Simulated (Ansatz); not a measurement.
Rows from a G0W0 calculation on ZnInGaO4 (R3m) (Ansatz 0.2.0; G0W0 on PBE with a share 0.5 of screened exact exchange (omega 0.2078 1/A), plane waves, PAW; PAW set soft_1; 6×6×6 mesh, 355 empty bands, screening to 150 eV, PAW set soft_1 files), in eV. Spin-orbit coupling is left out.

```tsv
row	Σx	Σc	Vxc	Z
A	-11.83	-3.14	-15.39	0.86
B	-30.31	3.88	-27.14	0.82
C	-10.10	-3.26	-13.65	0.87
D	-10.68	-3.16	-14.27	0.87
E	-11.63	-3.47	-15.53	0.86
F	-30.39	3.90	-27.21	0.82
```

Which rows are filled states and which are empty ones, and how can one tell?

Filled: B and F. Empty: A, C, D and E. The sign of Σc tells: for a filled state bare exchange, which holds its interaction with itself, lies below Vxc (Σx − Vxc is -3.2 eV or lower here) and screening gives part back as a positive Σc. For an empty state Σx lies above Vxc (+3.6 eV or more) and the Coulomb hole leaves Σc negative.

[Paths, hosts, dates, memory and timing lines, banners, echoed tables and standing remarks are left out of the program output.]

[Logs are printed without paths, hosts, clocks, repeated set-up lines and the standing remarks that a program may print on its own settings, such as how far it seeks lower states.]

[Runs of the session that timed out or met a known fault of the program may be left out.]

[Cells called generated may have been cut or substituted from an entry of the Crystallography Open Database or the Materials Project.]

[Hosts, paths, dates, database ids (printed as entryN), source tags and the programs' standing remarks are cut or masked in the printed files.]
